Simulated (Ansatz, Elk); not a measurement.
# Li3Sc2: X-ray structure factors from the self-consistent density, part 2 of 2

The structure of Li3Sc2 used here is made up (a known structure type with other elements) and was relaxed beforehand with PBEsol. The aim is the Fourier transform of its all-electron density, F(hkl), set beside the sum over free spherical atoms that refinements use.

Elk 11.2.3 (patched build); all-electron DFT.

So far: Set-up; Ground state and structure factors; The highest occupied states alone.

The structure was built from a prototype and need not be the compound's stable phase.

### Step 4. Another try

Level of this step: DFT, PBE, all-electron APW+lo, Dirac cores, scalar-relativistic bands, static density, no spin (Elk).

In this try the input is made faulty on purpose, to show what that does.

The input is changed as shown.

elk.in

```
tasks
  0
  195

xctype
  20

spinpol
  .false.

rgkmax
  7.0

gmaxvr
  14.0

lmaxo
  7

lmaxapw
  8

swidth
  0.002

tshift
  .false.

ramdisk
  .false.

hmaxvr
  5.5

maxscl
  3

epspot
  1e-06

sppath
  './'

avec
  4.62874276873 2.67240588385 9.39988825900
  -4.62874276873 2.67240588385 9.39988825900
  0.00000000000 -5.34481176675 9.39988825927

atoms
  2
  'Sc.in'
  2
  0.7882513261 0.7882513261 0.7882513261   0.000000 0.000000 0.000000
  0.2117486739 0.2117486739 0.2117486739   0.000000 0.000000 0.000000
  'Li.in'
  3
  0.0000000000 0.0000000000 0.0000000000   0.000000 0.000000 0.000000
  0.4111361732 0.4111361732 0.4111361732   0.000000 0.000000 0.000000
  0.5888638268 0.5888638268 0.5888638268   0.000000 0.000000 0.000000

ngridk
  6 6 6
```

The run is started by

```
$ OMP_NUM_THREADS=4 elk
```

Numbers of over 12 decimals in the logs are rounded to 6 here.

The program printed:

```text
┌─────────────────────────┐
│ Elk code version 11.2.3 │
└─────────────────────────┘

All units are atomic (Hartree, Bohr, etc.)

┌─────────────────────────────────────────────────┐
│ Ground-state run starting from atomic densities │
└─────────────────────────────────────────────────┘

Lattice vectors :
   4.628742769       2.672405884       9.399888259
  -4.628742769       2.672405884       9.399888259
   0.000000000      -5.344811767       9.399888259

Reciprocal lattice vectors :
  0.6787140290      0.3918557273      0.2228106382
[...]
species : 1 (Sc)
   atom 1                    :    18.78829862     ( -0.2162832633E-06)
   atom 2                    :    18.78829862     ( -0.2162832633E-06)
  species : 2 (Li)
[...]
atom 2                    :    2.197059210     (   0.000000000    )
   atom 3                    :    2.197059210     (   0.000000000    )
 total in muffin-tins        :    44.14500177
 total calculated charge     :    50.99997789
 total charge                :    51.00000000
 error                       :   0.2211164840E-04

┌──────────────────────────────┐
│ Self-consistent loop stopped │
└──────────────────────────────┘

Wrote STATE.OUT
[key lines of the parts left out:]
total energy                :     -1550.4160291137
```

Run time: 11 s. Hardware: 4 threads of Arm Neoverse V2, shared host; peak memory 0.17 GiB.

The run stopped without converging, so none of its numbers is a property of the system.

The fault put into the input: too few SCF loops.

### Step 5. Another functional

The difference from free atoms is small, so it is set against the change that LDA (Perdew-Wang) makes.

Changes to elk.in since step 4:

```diff
@@ -5,3 +5,3 @@
 xctype
-  20
+  3
 
@@ -35,3 +35,3 @@
 maxscl
-  3
+  120
```

The run is started by

```
$ OMP_NUM_THREADS=4 elk
```

The program printed:

```text
┌─────────────────────────┐
│ Elk code version 11.2.3 │
└─────────────────────────┘

All units are atomic (Hartree, Bohr, etc.)

┌─────────────────────────────────────────────────┐
│ Ground-state run starting from atomic densities │
└─────────────────────────────────────────────────┘

Lattice vectors :
   4.628742769       2.672405884       9.399888259
  -4.628742769       2.672405884       9.399888259
   0.000000000      -5.344811767       9.399888259

Reciprocal lattice vectors :
  0.6787140290      0.3918557273      0.2228106382
[...]
species : 1 (Sc)
   atom 1                    :    19.07304428     ( -0.3512608412E-05)
   atom 2                    :    19.07304428     ( -0.3512608412E-05)
  species : 2 (Li)
[...]
atom 2                    :    2.166433399     (   0.000000000    )
   atom 3                    :    2.166433399     (   0.000000000    )
 total in muffin-tins        :    44.62315512
 total calculated charge     :    50.99997039
 total charge                :    51.00000000
 error                       :   0.2960691055E-04

┌──────────────────────────────┐
│ Self-consistent loop stopped │
└──────────────────────────────┘

Wrote STATE.OUT
[key lines of the parts left out:]
total energy                :     -1547.2045606221
```

Wall time 21 s (4 threads); peak memory 0.18 GiB.

Against the first run R = 0.17 %; the largest change is -0.060 at 205.

### Step 6. Basis size

A smaller basis shows how fast F responds to it; the change is likely larger than the basis error of the first run, but doesn't show convergence.

Changes to elk.in since step 5:

```diff
@@ -5,3 +5,3 @@
 xctype
-  3
+  20
 
@@ -11,3 +11,3 @@
 rgkmax
-  7.0
+  5.5
```

The run is started by

```
$ OMP_NUM_THREADS=4 elk
```

The program printed:

```text
┌─────────────────────────┐
│ Elk code version 11.2.3 │
└─────────────────────────┘

All units are atomic (Hartree, Bohr, etc.)

┌─────────────────────────────────────────────────┐
│ Ground-state run starting from atomic densities │
└─────────────────────────────────────────────────┘

Lattice vectors :
   4.628742769       2.672405884       9.399888259
  -4.628742769       2.672405884       9.399888259
   0.000000000      -5.344811767       9.399888259

Reciprocal lattice vectors :
  0.6787140290      0.3918557273      0.2228106382
[...]
species : 1 (Sc)
   atom 1                    :    19.03183511     ( -0.2163432899E-06)
   atom 2                    :    19.03183511     ( -0.2163432899E-06)
  species : 2 (Li)
[...]
atom 2                    :    2.164398403     (   0.000000000    )
   atom 3                    :    2.164398403     (   0.000000000    )
 total in muffin-tins        :    44.53500798
 total calculated charge     :    51.00001822
 total charge                :    51.00000000
 error                       :   0.1821837074E-04

┌──────────────────────────────┐
│ Self-consistent loop stopped │
└──────────────────────────────┘

Wrote STATE.OUT
[key lines of the parts left out:]
total energy                :     -1550.9586808411
```

Run time: 21 s. Hardware: 4 threads; peak memory 0.16 GiB; 52 s of CPU time.

Against the first run R = 0.02 %; the largest change is +0.016 at 220.

### Step 7. Settings against the effect

| run | R against the first run (%) | R against neutral atoms, low angle (%) | wall time |
| --- | --- | --- | --- |
| PBE, rgkmax 7 | 0.00 | 0.49 | 30 s |
| LDA (Perdew-Wang) | 0.17 | 0.45 | 21 s |
| rgkmax 5.5 | 0.02 | 0.50 | 21 s |

### Step 8. Summary of results

```yaml
r_against_neutral_atoms_sin_theta_lambda_0p3_a_minus1: 0.49 %
r_against_neutral_atoms_0p3_to_0p73_a_minus1: 0.23 %
```

**Reading.** Independent neutral atoms miss the calculated amplitudes by R = 0.49 % below 0.3 Å⁻¹ and 0.23 % from there to 0.73 Å⁻¹; by shells, 0.90 % below 0.15 Å⁻¹ (3 forms), 0.42 % 0.15 to 0.3 (12 forms), 0.23 % 0.3 to 0.45 (25 forms), 0.23 % above 0.45 (109 forms). Bonding, aspherical density and the tables' own atoms all enter these figures, and the runs don't part them. The largest change of an amplitude is -0.31 electrons, at 012. The window's part falls from 9.0 electrons at the origin to at most 0.19 between 0.45 and 0.73 Å⁻¹. Below 0.3 Å⁻¹ the changes that finished (LDA (Perdew-Wang) and rgkmax 5.5) move F by R = 0.08 % at most, against the 0.49 % that separates it from free atoms. The k-mesh has no finished test. Part of the difference isn't bonding: the tables are fits to free atoms and ions calculated by other methods than this functional. Thermal motion, anomalous dispersion and extinction are left out.

[Logs are printed without paths, hosts, clocks, repeated set-up lines and the standing remarks that a program may print on its own settings, such as how far it seeks lower states.]

[Hosts, paths, dates, database ids (printed as entryN), source tags and the programs' standing remarks are cut or masked in the printed files.]
